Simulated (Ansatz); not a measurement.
# H on Ti(0001), fcc start, 2x2 cell: photoemission fingerprints, part 3 of 3

Wanted: core-level shifts and unfolded surface bands for H on Ti(0001), fcc start, 2x2 cell.

Ansatz 0.2.0; DFT, PBE, plane-wave PAW, default files, scalar-relativistic.

So far, work function, upper face (eV): step 2 (the clean face) 4.41; step 3 (relaxing the atoms) 4.33; step 4 (bands by layer) 4.33.

### 5. Z+1 stand-in on atom 3

System of this step: Ti15VH. The cell holds 17 atoms: 1 H, 15 Ti and 1 V. Cell: a = 5.880 Å, b = 5.880 Å, c = 22.825 Å, α = 90.0°, β = 90.0°, γ = 60.0°. It derives from Ti. Regions: ad, 1 atom (1 H); L1, 4 atoms (3 Ti and 1 V); L2, 4 atoms (4 Ti); L3, 4 atoms (4 Ti); rest, 4 atoms (4 Ti). Vacuum lies along c.

An atom with a screened core hole acts much like the next element, so total energies with that element on different sites give core-level shifts.

The input, input.yaml:

```yaml
crystal:
  lattice:
    - [5.88, 0.0, 0.0]
    - [2.94, 5.0922293743, 0.0]
    - [0.0, 0.0, 22.825]
  atoms:
    - { symbol: H, position: [0.1666767042, 0.1666664129, 0.6789685791] }
    - { symbol: Ti, position: [0.0009206068, 0.0009121681, 0.6323932494] }
    - { symbol: V, position: [0.4981831747, 0.0009123838, 0.632392921] }
    - { symbol: Ti, position: [0.0009206682, 0.498175046, 0.6323930928] }
    - { symbol: Ti, position: [0.5000096898, 0.4999999225, 0.6295068126] }
    - { symbol: Ti, position: [0.8355205111, 0.3322438475, 0.5363938543] }
    - { symbol: Ti, position: [0.3322561664, 0.3322475077, 0.5363937391] }
    - { symbol: Ti, position: [0.833340931, 0.8333332896, 0.5359547256] }
    - { symbol: Ti, position: [0.3322543148, 0.8355082439, 0.5363938132] }
    - { symbol: Ti, position: [0.0, 0.0, 0.430449069] }
    - { symbol: Ti, position: [0.5, 0.0, 0.430449069] }
    - { symbol: Ti, position: [0.0, 0.5, 0.430449069] }
    - { symbol: Ti, position: [0.5, 0.5, 0.430449069] }
    - { symbol: Ti, position: [0.833333333, 0.333333333, 0.328587076] }
    - { symbol: Ti, position: [0.333333333, 0.333333333, 0.328587076] }
    - { symbol: Ti, position: [0.833333333, 0.833333333, 0.328587076] }
    - { symbol: Ti, position: [0.333333333, 0.833333333, 0.328587076] }
kpoints:
  mp_grid: { grid: [6, 6, 1] }
scf:
  occupations: { method: fermi_dirac, width: 0.05 }
  n_extra_bands: 16
hamiltonian:
  xc: pbe
  pseudopotentials: { kind: paw }
output:
  forces: true
  write_potential: true
  volumetric_format: []
efield:
  axis: 3
  dipole_correction: true
```

The run is started by

```console
$ ansatz run input.yaml --threads 4 --pin off --max-ram 20480MiB --backend cpu --events-out ev --progress --plain --runs-dir out
```

It took 48 s on 4 threads of Arm Neoverse V1, shared host; peak memory 2.1 GiB.

This run has no spin polarisation, although V can carry a moment.

This step gave:

* free energy: -40416.2385 eV
* energy at zero smearing: -40416.1025 eV
* smearing term TS: 0.2721 eV
* Fermi energy: 2.961 eV
* symmetry operations: 2

### 6. Z+1 stand-in on atom 5

System of this step: Ti15VH. The cell holds 17 atoms: 1 H, 15 Ti and 1 V. Cell: a = 5.880 Å, b = 5.880 Å, c = 22.825 Å, α = 90.0°, β = 90.0°, γ = 60.0°. It derives from Ti. Regions: ad, 1 atom (1 H); L1, 4 atoms (3 Ti and 1 V); L2, 4 atoms (4 Ti); L3, 4 atoms (4 Ti); rest, 4 atoms (4 Ti). Vacuum lies along c.

The same swap on atom 5.

Changes to input.yaml since step 5:

```diff
@@ -8,5 +8,5 @@
     - { symbol: Ti, position: [0.0009206068, 0.0009121681, 0.6323932494] }
-    - { symbol: V, position: [0.4981831747, 0.0009123838, 0.632392921] }
+    - { symbol: Ti, position: [0.4981831747, 0.0009123838, 0.632392921] }
     - { symbol: Ti, position: [0.0009206682, 0.498175046, 0.6323930928] }
-    - { symbol: Ti, position: [0.5000096898, 0.4999999225, 0.6295068126] }
+    - { symbol: V, position: [0.5000096898, 0.4999999225, 0.6295068126] }
     - { symbol: Ti, position: [0.8355205111, 0.3322438475, 0.5363938543] }
```

Elapsed: 25 s, on 4 threads; peak memory 1.8 GiB; 98 s of CPU time.

Numbers from this step:

| Quantity | Value |
| --- | --- |
| free energy | -40416.3239 eV |
| energy at zero smearing | -40416.1891 eV |
| smearing term TS | 0.2697 eV |
| Fermi energy | 2.956 eV |
| symmetry operations | 6 |

### 7. Z+1 stand-in on atom 10

System of this step: Ti15VH. The cell holds 17 atoms: 1 H, 15 Ti and 1 V. Cell: a = 5.880 Å, b = 5.880 Å, c = 22.825 Å, α = 90.0°, β = 90.0°, γ = 60.0°. It derives from Ti. Regions: ad, 1 atom (1 H); L1, 4 atoms (4 Ti); L2, 4 atoms (4 Ti); L3, 4 atoms (1 V and 3 Ti); rest, 4 atoms (4 Ti). Vacuum lies along c.

The same swap on atom 10.

Changes to input.yaml since step 6:

```diff
@@ -10,3 +10,3 @@
     - { symbol: Ti, position: [0.0009206682, 0.498175046, 0.6323930928] }
-    - { symbol: V, position: [0.5000096898, 0.4999999225, 0.6295068126] }
+    - { symbol: Ti, position: [0.5000096898, 0.4999999225, 0.6295068126] }
     - { symbol: Ti, position: [0.8355205111, 0.3322438475, 0.5363938543] }
@@ -15,3 +15,3 @@
     - { symbol: Ti, position: [0.3322543148, 0.8355082439, 0.5363938132] }
-    - { symbol: Ti, position: [0.0, 0.0, 0.430449069] }
+    - { symbol: V, position: [0.0, 0.0, 0.430449069] }
     - { symbol: Ti, position: [0.5, 0.0, 0.430449069] }
```

Elapsed: 48 s, on 4 threads; peak memory 2.1 GiB.

Numbers from this step:

* free energy: -40416.3541 eV
* energy at zero smearing: -40416.2170 eV
* smearing term TS: 0.2743 eV
* Fermi energy: 2.983 eV
* symmetry operations: 2

### 8. Shifts from the Z+1 runs

An atom with a screened core hole acts like the next element, so the difference of two such total energies is the shift between the two sites; positive is more bound. Shifts count from the last listed atom of each element.

| atom | region | replaced by | shell meant | free energy (eV) | shift (eV) |
| --- | --- | --- | --- | --- | --- |
| Ti3 | layer 1 | V | 2p | -40416.239 | +0.12 |
| Ti5 | layer 1 | V | 2p | -40416.324 | +0.03 |
| Ti10 | layer 3 | V | 2p | -40416.354 | +0.00 |

The stand-in's nearest image is 5.9 Å away. The method gives no absolute levels and the same shift for every shell of an atom.

### 9. What came out

```json
{"work function": "4.33 eV (other face 4.47 eV)", "change from the clean face": "-0.07 eV", "Ti 3d centre of the filled part above −10 eV, from the plotted curve, layer 1": "-1.30 eV", "Ti 3d centre of the filled part above −10 eV, from the plotted curve, layer 3": "-1.31 eV", "Ti core shifts among the listed atoms, from the last listed one": "+0.00 to +0.12 eV"}
```

In words: The Fermi level of H on Ti(0001), fcc start, 2x2 cell lies 4.33 eV (other face 4.47 eV) below the vacuum, a change of -0.07 eV from the clean face. Only the strongest levels a point were stored, too few to count surface states. After relaxation H1 stands 1.08 Å above the top layer, bonded to 3 Ti atoms at 1.99 Å. The bare lower face differs from the lower face of the clean 1×1 slab by 0.02 eV, a measure of the error from mesh and slab. Core shifts by the Z+1 route: Ti +0.00 to +0.12 eV. In the main run, from 1486.7 eV towards hard X-rays the Ti 4s share grows by 42 points, as its cross section falls more slowly with photon energy than those of the shells it gains on. The slab's own atoms span 6.9 Å, so bulk bands appear as a few quantum-well levels, and states of the two faces can mix. The program warns of density or levels in the vacuum in some of these runs, so vacuum levels and energy differences can be a little off.

[Logs are printed without paths, hosts, clocks, repeated set-up lines and the standing remarks that a program may print on its own settings, such as how far it seeks lower states.]

[Hosts, paths, dates, database ids (printed as entryN), source tags and the programs' standing remarks are cut or masked in the printed files.]

[Maps of the electrostatic potential energy from Ansatz leave out the sawtooth potential of an applied field or a dipole correction, so their vacuum need not be flat; work functions include it.]
